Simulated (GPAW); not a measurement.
# Geometry or basis: what sets the conductance of a Li chain with one Cl atom in line, part 2 of 2

Aim: the conductance of a Li chain with one Cl atom in line after relaxation, and whether geometry, basis or functional moves it most.

GPAW 26.7.0; GPAW LCAO, PAW setups; relaxation of the junction within the symmetry of its start, lead ends held (the session's first sound run).

So far, transmission at the Fermi level (one spin): step 3 (double-zeta polarised basis) 0.00494; step 4 (basis szp(dzp)) 0.00217. Also open channels of the lead at the Fermi level (one spin): step 3 1; step 4 1.

**5. Minimal basis**

Level of this step: GPAW LCAO, PAW setups; Landauer transmission from Green's functions with principal layers (ASE), zero bias (GPAW).

The minimal basis is the cheapest rung: no second zeta and no polarisation.

Input file run.py:

```python
import json
import numpy as np
from ase import Atoms
from ase.transport.calculators import TransportCalculator
from gpaw import GPAW, FermiDirac
from gpaw.lcao.tools import get_lcao_hamiltonian
from scipy.linalg import eigh

# The junction with lead layers at both ends, along the third cell vector
device = Atoms(
    ['Li', 'Li', 'Li', 'Li', 'Li', 'Li', 'Cl', 'Li', 'Li', 'Li', 'Li', 'Li', 'Li'],
    positions=[
        [4.50000, 4.50000, 1.47500],
        [4.50000, 4.50000, 4.42500],
        [4.50000, 4.50000, 7.37500],
        [4.50000, 4.50000, 10.32500],
        [4.50000, 4.50000, 13.27500],
        [4.50000, 4.50000, 16.29970],
        [4.50000, 4.50000, 18.47380],
        [4.50000, 4.50000, 20.64790],
        [4.50000, 4.50000, 23.67260],
        [4.50000, 4.50000, 26.62260],
        [4.50000, 4.50000, 29.57260],
        [4.50000, 4.50000, 32.52260],
        [4.50000, 4.50000, 35.47260]],
    cell=[[9.0, 0.0, 0.0], [0.0, 9.0, 0.0], [0.0, 0.0, 36.9476]],
    pbc=True)

# One principal layer of the lead: the first 3 atoms of the device
lead = Atoms(
    ['Li', 'Li', 'Li'],
    positions=[
        [4.50000, 4.50000, 1.47500],
        [4.50000, 4.50000, 4.42500],
        [4.50000, 4.50000, 7.37500]],
    cell=[[9.0, 0.0, 0.0], [0.0, 9.0, 0.0], [0.0, 0.0, 8.85]],
    pbc=True)

settings = dict(mode='lcao', basis='sz(dzp)', xc='PBE', h=0.2,
                occupations=FermiDirac(0.1), maxiter=250,
                mixer=dict(beta=0.1, nmaxold=8, weight=100.0),
                convergence=dict(density=0.0001))
energies = np.arange(-2, 2 + 1e-9, 0.025)
eta = 0.0001
n1, n2 = 1, 1
# k and -k transmit alike, so half of the mesh across the current serves
mesh = [(i, j) for i in range(n1) for j in range(n2) if (i, j) <= (-i % n1, -j % n2)]
weights = np.array([1 if (i, j) == (-i % n1, -j % n2) else 2 for i, j in mesh]) / (n1 * n2)


def ground_state(atoms, size, txt):
    atoms.calc = GPAW(kpts={'size': size, 'gamma': True}, symmetry={'tolerance': 1e-3}, txt=txt, **settings)
    atoms.get_potential_energy()
    return atoms.calc.get_fermi_level()


def blocks(atoms, fermi, points, nz, cells):
    """H - E_F S and S between cell 0 and the cells above it, at each point across the current."""
    kz = np.arange(nz) / nz
    calc = atoms.calc.fixed_density(kpts=[(*k, z) for k in points for z in kz], symmetry='off', txt=None)
    H, S = get_lcao_hamiltonian(calc)
    H = (H - fermi * S).reshape(len(H), len(points), nz, *S.shape[1:])
    S = S.reshape(H.shape[1:])
    phases = [np.exp(-2j * np.pi * kz * R) / nz for R in cells]
    return [(np.einsum('skzij,z->ksij', H, p), np.einsum('kzij,z->kij', S, p)) for p in phases]


def pair(a, b):
    return np.block([[a, b], [b.T.conj(), a]])


def count_channels(h, s, cells, nk=240):
    """Half the number of times that the lead's bands cross each energy, unfolded to its shortest repeat."""
    b = len(h) // cells
    bands = []
    for k in (np.arange(nk + 1) + 0.5) / nk:
        hk, sk = h[:b, :b].copy(), s[:b, :b].copy()
        for R in range(1, cells):
            phase, block = np.exp(2j * np.pi * k * R), slice(R * b, (R + 1) * b)
            hk += h[:b, block] * phase + (h[:b, block] * phase).T.conj()
            sk += s[:b, block] * phase + (s[:b, block] * phase).T.conj()
        w, u = eigh(sk)
        x = u[:, w > 1e-5] / w[w > 1e-5]**0.5  # drop near-dependent combinations
        bands.append(np.r_[eigh(x.T.conj() @ hk @ x, eigvals_only=True), [1e9] * (w <= 1e-5).sum()])
    below = np.array(bands)[:, :, None] < energies
    return (below[1:] != below[:-1]).sum((0, 1)) / 2


fermi_lead = ground_state(lead, (1, 1, 13), 'lead.txt')
fermi_device = ground_state(device, (1, 1, 2), 'device.txt')
T, channels, eigen, tail, misfit, shifts = [], [], [], 0.0, 0.0, []
for first in range(0, len(mesh), 657):
    points = [(i / n1, j / n2) for i, j in mesh[first:first + 657]]
    (H0k, S0k), (H1k, S1k), (H2k, _) = blocks(lead, fermi_lead, points, 5, range(3))
    [(Hk, Sk)] = blocks(device, fermi_device, points, 2, [0])
    tail = max(tail, abs(H2k).max())
    for H0, S0, H1, S1, H, S in zip(H0k, S0k, H1k, S1k, Hk, Sk):
        n = len(S0)
        # Shift the lead onto the potential of the device's first layer
        shift = ((H[:, 0, 0] - H0[:, 0, 0]) / S0[0, 0]).real.mean()
        shifts.append(shift)
        misfit = max(misfit, abs(H[:, :n, :n] - H0 - shift * S0).max())
        Tk, Ck, Ek = [], [], []
        for s in range(len(H)):
            t = s % len(H0)  # a lead without moments serves both spins
            h1, s1 = pair(H0[t] + shift * S0, H1[t] + shift * S1), pair(S0, S1)
            leads = dict(h1=h1, s1=s1, energies=energies, eta=eta, eta1=eta, eta2=eta)
            calc = TransportCalculator(h=H[s], s=S, eigenchannels=3, **leads)
            Tk.append(calc.get_transmission())
            Ek.append(np.sort(calc.eigenchannels_ne, axis=0)[::-1])
            Ck.append(count_channels(h1, s1, 6))
        T.append(Tk)
        channels.append(Ck)
        eigen.append(Ek)
T, channels = np.array(T), np.array(channels)
mean, open_channels = np.einsum('kse,k->se', T, weights), np.einsum('kse,k->se', channels, weights)

print(f'basis functions: device {len(S)}, principal layer {n}')
print(f'Fermi level: lead {fermi_lead:.4f} eV, device {fermi_device:.4f} eV; lead shifted by {np.mean(shifts):.4f} eV')
print(f'largest coupling past the next layer {tail:.2e} eV, largest misfit of the first layer {misfit:.3f} eV')
print('  E-E_F (eV)   ' + 'T (one spin)  channels')
for e, t, c in zip(energies, mean.T, open_channels.T):
    print(f'{e:10.3f}  ', *[f'{x:11.4e}' for x in t], *[f'{x:9.4f}' for x in c])

kT = 8.617333e-5 * 300
fine = np.linspace(energies[0], energies[-1], 4001)
both = np.exp(np.interp(fine, energies, np.log(np.maximum(mean.sum(0) * 2 / len(mean), 1e-30))))
fermi = lambda mu: 1 / (1 + np.exp(np.clip((fine - mu) / kT, -200, 200)))
slope = fermi(0) * (1 - fermi(0)) / kT
G = np.trapezoid(both * slope, fine) / 2
seebeck = -np.trapezoid(both * slope * fine, fine) / (2 * G * 300) * 1e6
print(f'conductance at 300 K: {G:.5g} G0 a cell; thermopower {seebeck:.4g} uV/K')
bias = [0.1, 0.2, 0.5, 1.0, 1.5, 2.0]
current = [38.74 * np.trapezoid(both * (fermi(V / 2) - fermi(-V / 2)), fine) for V in bias]
for V, I in zip(bias, current):
    print(f'current from the zero-bias T(E) at {V} V: {I:.5g} uA')
zero = abs(energies).argmin()
json.dump(dict(energies=energies.tolist(), T=mean.tolist(), channels=open_channels.tolist(), G=G, seebeck=seebeck,
               bias=bias, current=current, tail=tail, misfit=misfit, shift=np.mean(shifts), n_device=len(S), n_lead=n,
               fermi=[fermi_lead, fermi_device], energy=device.get_potential_energy(),
               moments=device.get_magnetic_moments().tolist(), mesh=mesh, weights=weights.tolist(),
               T_k=T[:, :, zero].tolist(), eigen=np.array(eigen[0]).tolist()), open('result.json', 'w'))
```

Started as:

```
$ OMP_NUM_THREADS=1 OPENBLAS_NUM_THREADS=1 python run.py
```

Log:

```text
basis functions: device 16, principal layer 3
Fermi level: lead -2.6879 eV, device -2.5601 eV; lead shifted by 0.0061 eV
largest coupling past the next layer 1.25e-08 eV, largest misfit of the first layer 0.007 eV
  E-E_F (eV)   T (one spin)  channels
    -2.000    6.5335e-23    0.0000
    -1.975    6.0682e-23    0.0000
    -1.950    5.5981e-23    0.0000
[...]
1.975    1.5804e-01    1.0000
     2.000    1.6465e-01    1.0000
conductance at 300 K: 0.022446 G0 a cell; thermopower 5.488 uV/K
current from the zero-bias T(E) at 0.1 V: 0.17395 uA
current from the zero-bias T(E) at 0.2 V: 0.34812 uA
current from the zero-bias T(E) at 0.5 V: 0.87156 uA
current from the zero-bias T(E) at 1.0 V: 1.719 uA
current from the zero-bias T(E) at 1.5 V: 2.5119 uA
current from the zero-bias T(E) at 2.0 V: 3.2087 uA
```

It took 25 s on 1 thread of Arm Neoverse V1, shared host; peak memory 0.98 GiB.

This step gave:

```
conductance                                    : 0.02245 G₀
thermopower                                    : 5.488 μV/K
largest coupling past the next principal layer : 1.25e-8 eV
largest misfit of the first principal layer    : 0.007111 eV
shift that aligns the lead                     : 0.006146 eV
basis functions of the junction                : 16
basis functions of a principal layer           : 3
transmission at the Fermi level (one spin)     : 0.02243
```

One spin. Table of transmission, zone mean by energy, zero at the Fermi level:

energy (eV), transmission, zone mean and a bar:
```
   -2.000      0.000 
   -1.800      0.000 
   -1.600      0.000 
   -1.400      0.000 
   -1.200      0.000 
   -1.000      0.000 
   -0.800      0.011 ##
   -0.600      0.019 ####
   -0.400      0.024 ####
   -0.200      0.025 #####
    0.000      0.022 ####
    0.200      0.020 ####
    0.400      0.019 ####
    0.600      0.022 ####
    0.800      0.026 #####
    1.000      0.034 ######
    1.200      0.046 ########
    1.400      0.062 ###########
    1.600      0.086 ################
    1.800      0.119 ######################
    2.000      0.165 ##############################
```

The conductance, 0.0224 G₀, lies 356 % above that of the dzp run.

**6. RPBE in the dzp basis: xc = "RPBE"**

Back in the dzp basis, the functional changes from PBE to RPBE, to set the spread between functionals beside that between bases.

Edit run.py of step 5 so:

```diff
@@ -38,3 +38,3 @@
 
-settings = dict(mode='lcao', basis='sz(dzp)', xc='PBE', h=0.2,
+settings = dict(mode='lcao', basis='dzp', xc='RPBE', h=0.2,
                 occupations=FermiDirac(0.1), maxiter=250,
```

Log:

```text
basis functions: device 73, principal layer 15
Fermi level: lead -2.7220 eV, device -2.6426 eV; lead shifted by 0.0012 eV
largest coupling past the next layer 1.35e-08 eV, largest misfit of the first layer 0.028 eV
  E-E_F (eV)   T (one spin)  channels
    -2.000    5.1013e-17    0.0000
    -1.975    5.0417e-17    0.0000
    -1.950    4.9817e-17    0.0000
[...]
1.975    1.1242e-02    1.0000
     2.000    1.1242e-02    1.0000
conductance at 300 K: 0.0040496 G0 a cell; thermopower 0.8429 uV/K
current from the zero-bias T(E) at 0.1 V: 0.031343 uA
current from the zero-bias T(E) at 0.2 V: 0.062489 uA
current from the zero-bias T(E) at 0.5 V: 0.1529 uA
current from the zero-bias T(E) at 1.0 V: 0.28584 uA
current from the zero-bias T(E) at 1.5 V: 0.38658 uA
current from the zero-bias T(E) at 2.0 V: 0.46865 uA
```

Run time: 31 s. Hardware: 1 thread; peak memory 1.1 GiB.

This step gave:

```
conductance                                    : 0.004050 G₀
largest coupling past the next principal layer : 1.35e-8 eV
largest misfit of the first principal layer    : 0.02805 eV
shift that aligns the lead                     : 0.001207 eV
basis functions of the junction                : 73
basis functions of a principal layer           : 15
transmission at the Fermi level (one spin)     : 0.004061
```

One spin. Table of transmission, zone mean by energy, zero at the Fermi level:

energy (eV), transmission, zone mean and a bar:
```
   -2.000     0.0000 
   -1.900     0.0000 
   -1.800     0.0000 
   -1.700     0.0000 
   -1.600     0.0000 
   -1.500     0.0000 
   -1.400     0.0000 
   -1.300     0.0000 
   -1.200     0.0000 
   -1.100     0.0000 
   -1.000     0.0000 
   -0.900     0.0000 
   -0.800     0.0000 
   -0.700     0.0007 ##
   -0.600     0.0016 ####
   -0.500     0.0024 ######
   -0.400     0.0031 ########
   -0.300     0.0035 #########
   -0.200     0.0039 ##########
   -0.100     0.0041 ###########
    0.000     0.0041 ###########
    0.100     0.0040 ###########
    0.200     0.0038 ##########
    0.300     0.0037 ##########
    0.400     0.0037 ##########
    0.500     0.0037 ##########
    0.600     0.0038 ##########
    0.700     0.0039 ##########
    0.800     0.0041 ###########
    0.900     0.0042 ###########
    1.000     0.0044 ############
    1.100     0.0047 #############
    1.200     0.0051 ##############
    1.300     0.0056 ###############
    1.400     0.0062 #################
    1.500     0.0071 ###################
    1.600     0.0080 #####################
    1.700     0.0091 ########################
    1.800     0.0101 ###########################
    1.900     0.0110 #############################
    2.000     0.0112 ##############################
```

The conductance, 0.00405 G₀, lies 18 % below that of the dzp run.

**7. The structure as built: geometry = "as built"**

The dzp basis with PBE on the structure as first built shows what the relaxation was worth.

Edit run.py of step 6 so:

```diff
@@ -17,5 +17,5 @@
         [4.50000, 4.50000, 13.27500],
-        [4.50000, 4.50000, 16.29970],
+        [4.50000, 4.50000, 16.22500],
         [4.50000, 4.50000, 18.47380],
-        [4.50000, 4.50000, 20.64790],
+        [4.50000, 4.50000, 20.72260],
         [4.50000, 4.50000, 23.67260],
@@ -38,3 +38,3 @@
 
-settings = dict(mode='lcao', basis='dzp', xc='RPBE', h=0.2,
+settings = dict(mode='lcao', basis='dzp', xc='PBE', h=0.2,
                 occupations=FermiDirac(0.1), maxiter=250,
```

Log:

```text
basis functions: device 73, principal layer 15
Fermi level: lead -2.7382 eV, device -2.6801 eV; lead shifted by 0.0013 eV
largest coupling past the next layer 1.28e-08 eV, largest misfit of the first layer 0.026 eV
  E-E_F (eV)   T (one spin)  channels
    -2.000    4.3549e-17    0.0000
    -1.975    4.3052e-17    0.0000
    -1.950    4.2551e-17    0.0000
[...]
1.975    1.0481e-02    1.0000
     2.000    1.0348e-02    1.0000
conductance at 300 K: 0.0057641 G0 a cell; thermopower 0.8083 uV/K
current from the zero-bias T(E) at 0.1 V: 0.044608 uA
current from the zero-bias T(E) at 0.2 V: 0.088901 uA
current from the zero-bias T(E) at 0.5 V: 0.21707 uA
current from the zero-bias T(E) at 1.0 V: 0.40434 uA
current from the zero-bias T(E) at 1.5 V: 0.54393 uA
current from the zero-bias T(E) at 2.0 V: 0.65453 uA
```

Run time: 30 s. Hardware: 1 thread; peak memory 1 GiB.

This step gave:

```yaml
conductance: 0.005764 G₀
largest_coupling_past_the_next_principal_layer: 1.28e-8 eV
largest_misfit_of_the_first_principal_layer: 0.02610 eV
shift_that_aligns_the_lead: 0.001340 eV
transmission_at_the_fermi_level_one_spin: 0.005783
```

The conductance, 0.00576 G₀, lies 17 % above that of the dzp run.

**8. Cost and result by level**

Times are for 1 thread of Arm Neoverse V1, shared host. The series side by side:

```csv
no.,run,conductance (G₀),time,memory (GiB)
1,dzp,0.004925,37 s,1.0
2,szp,0.002167,35 s,1.0
3,sz,0.02245,25 s,0.98
4,dzp RPBE,0.004050,31 s,1.1
5,asbuilt,0.005764,30 s,1.0
```

**9. The levels side by side**

The curves are compared point by point over the common energies.

This step: comparison of transmission and cost over codes, levels and geometry (GPAW 26.7.0).

Ladder, by row:

```csv
step,code,T at the Fermi level (sum over the listed spins),conductance (G0),r.m.s. T(E) from the first,wall time (s),peak memory (GiB),threads
dzp,GPAW,0.004943,0.004925,0,36.58,1.02,1
szp,GPAW,0.00217,0.002167,0.001541,34.93,1.02,1
sz,GPAW,0.02243,0.02245,0.04351,25.32,0.98,1
dzp-RPBE,GPAW,0.004061,0.00405,5.09e-4,30.94,1.05,1
asbuilt,GPAW,0.005783,0.005764,5.56e-4,30.36,1.02,1
```

Transmission, zone mean, sum over the listed spins against energy, zero at the Fermi level:

```csv
energy (eV),dzp,szp,sz,dzp-RPBE,asbuilt
-2.0000,0,0,0,0,0
-1.7500,0,0,0,0,0
-1.5000,0,0,0,0,0
-1.2500,0,0,0,0,0
-1.0000,0,0,2.4e-4,0,0
-0.7500,2.5e-4,1.0e-4,0.0140,2.5e-4,3.0e-4
-0.5000,0.00281,0.00186,0.0220,0.00243,0.00347
-0.2500,0.00441,0.00238,0.0256,0.00373,0.00527
0.0000,0.00494,0.00217,0.0224,0.00406,0.00578
0.2500,0.00461,0.00178,0.0194,0.00379,0.00535
0.5000,0.00445,0.00173,0.0201,0.00372,0.00517
0.7500,0.00466,0.00220,0.0249,0.00397,0.00544
1.0000,0.00510,0.00330,0.0343,0.00445,0.00590
1.2500,0.00593,0.00516,0.0495,0.00534,0.00664
1.5000,0.00755,0.00772,0.0732,0.00706,0.00800
1.7500,0.00983,0.0102,0.109,0.00962,0.00986
2.0000,0.0107,0.00987,0.165,0.0112,0.0103
```

**10. Other settings**

One more run, with changed settings.

This step: GPAW LCAO, PAW setups; Landauer transmission from Green's functions with principal layers (ASE), zero bias (GPAW 26.7.0).

Edit run.py of step 7 so:

```diff
@@ -17,5 +17,5 @@
         [4.50000, 4.50000, 13.27500],
-        [4.50000, 4.50000, 16.22500],
+        [4.50000, 4.50000, 16.29970],
         [4.50000, 4.50000, 18.47380],
-        [4.50000, 4.50000, 20.72260],
+        [4.50000, 4.50000, 20.64790],
         [4.50000, 4.50000, 23.67260],
@@ -35,3 +35,3 @@
         [4.50000, 4.50000, 7.37500]],
-    cell=[[9.0, 0.0, 0.0], [0.0, 9.0, 0.0], [0.0, 0.0, 8.85]],
+    cell=[[9.0, 0.0, 0.0], [0.0, 9.0, 0.0], [0.0, 0.0, 7.965]],
     pbc=True)
@@ -39,3 +39,3 @@
 settings = dict(mode='lcao', basis='dzp', xc='PBE', h=0.2,
-                occupations=FermiDirac(0.1), maxiter=250,
+                occupations=FermiDirac(0.1), maxiter=60,
                 mixer=dict(beta=0.1, nmaxold=8, weight=100.0),
@@ -110,3 +110,3 @@
             Ek.append(np.sort(calc.eigenchannels_ne, axis=0)[::-1])
-            Ck.append(count_channels(h1, s1, 6))
+            Ck.append(count_channels(h1, s1, 2))
         T.append(Tk)
```

Log:

```text
basis functions: device 73, principal layer 15
Fermi level: lead -2.6626 eV, device -2.6603 eV; lead shifted by 0.2850 eV
largest coupling past the next layer 3.44e-05 eV, largest misfit of the first layer 0.698 eV
  E-E_F (eV)   T (one spin)  channels
    -2.000    5.3387e-16    0.0000
    -1.975    5.2671e-16    0.0000
    -1.950    5.1952e-16    0.0000
    -1.925    5.1229e-16    0.0000
    -1.900    5.0502e-16    0.0000
    -1.875    4.9770e-16    0.0000
    -1.850    4.9035e-16    0.0000
    -1.825    4.8295e-16    0.0000
    -1.800    4.7552e-16    0.0000
    -1.775    4.6804e-16    0.0000
    -1.750    4.6053e-16    0.0000
    -1.725    4.5297e-16    0.0000
    -1.700    4.4536e-16    0.0000
    -1.675    4.3771e-16    0.0000
    -1.650    4.3002e-16    0.0000
    -1.625    4.2227e-16    0.0000
[...]
1.825    3.6293e-03    1.0000
     1.850    3.3750e-03    1.0000
     1.875    3.1697e-03    1.0000
     1.900    3.0057e-03    1.0000
     1.925    2.8770e-03    1.0000
     1.950    2.7786e-03    1.0000
     1.975    2.7070e-03    1.0000
     2.000    2.6592e-03    1.0000
conductance at 300 K: 0.0093605 G0 a cell; thermopower 8.032 uV/K
current from the zero-bias T(E) at 0.1 V: 0.068638 uA
current from the zero-bias T(E) at 0.2 V: 0.11809 uA
current from the zero-bias T(E) at 0.5 V: 0.1744 uA
current from the zero-bias T(E) at 1.0 V: 0.27692 uA
current from the zero-bias T(E) at 1.5 V: 0.43269 uA
current from the zero-bias T(E) at 2.0 V: 0.48476 uA
```

Wall time 30 s (1 thread); peak memory 1 GiB.

The run finished. A setting was moved off its sound value on purpose, so it serves as a test and not as the result.

The fault put into the input: a lead period that doesn't match its atoms (period = 7.965).

The two runs compared:

```csv
quantity,this run,sound run,difference
conductance (G₀),0.0093605,0.0049254,0.00444
largest coupling past the next principal layer (eV),3.443e-5,1.280e-8,3.4e-5
largest misfit of the first principal layer (eV),0.69832,0.025746,0.673
shift that aligns the lead (eV),0.28499,0.0010765,0.284
transmission at the Fermi level (one spin),0.010989,0.0049431,0.00605
```

The two runs differ clearly in the largest misfit of the first principal layer: 0.698 eV against 0.0257 eV.

**11. What came out**

```yaml
conductance: 0.00493 G₀
transmission_at_the_fermi_level_mean_of_the_spins: 0.00494
thermopower: about 0 (under 1.5 μV/K)
open_channels_of_the_lead_there: 1
```

In words: In the dzp basis the junction conducts 0.00493 G₀ at 300 K, with T = 0.00494 a spin at the Fermi level; no smaller basis tried comes within 10 % of that conductance. Relaxation moved atoms by up to 0.075 Å and took the conductance from 0.00576 to 0.00493 G₀, as a ratio a smaller change than the step from dzp to the minimal basis. The junction is in the tunnelling regime at the Fermi level. Measured against the first run (dzp), the nearest curve is that of dzp-RPBE (r.m.s. 5.1e-4) and the farthest that of sz (0.044). Over the compared runs wall time goes from 25 s (sz) to 37 s (dzp), on a shared host. The leads kept an estimated spacing and the cell its length, so the junction may be under some tension or compression. The geometry comes from the orbital basis, which tends to overbind, and kept the symmetry of the start, so a structure of lower symmetry may lie lower. The run had no spin polarisation, so a magnetic state, which chains and small molecules with open shells often have, wasn't tested. An evenly spaced straight chain is an idealisation: free chains tend to dimerise, zigzag or, where a band edge lies near the Fermi level, turn magnetic. The currents use the zero-bias T(E) throughout, which holds only while the bias is small against the distance to the nearest feature.

[Logs are printed without paths, hosts, clocks, repeated set-up lines and the standing remarks that a program may print on its own settings, such as how far it seeks lower states.]

[Hosts, paths, dates, database ids (printed as entryN), source tags and the programs' standing remarks are cut or masked in the printed files.]
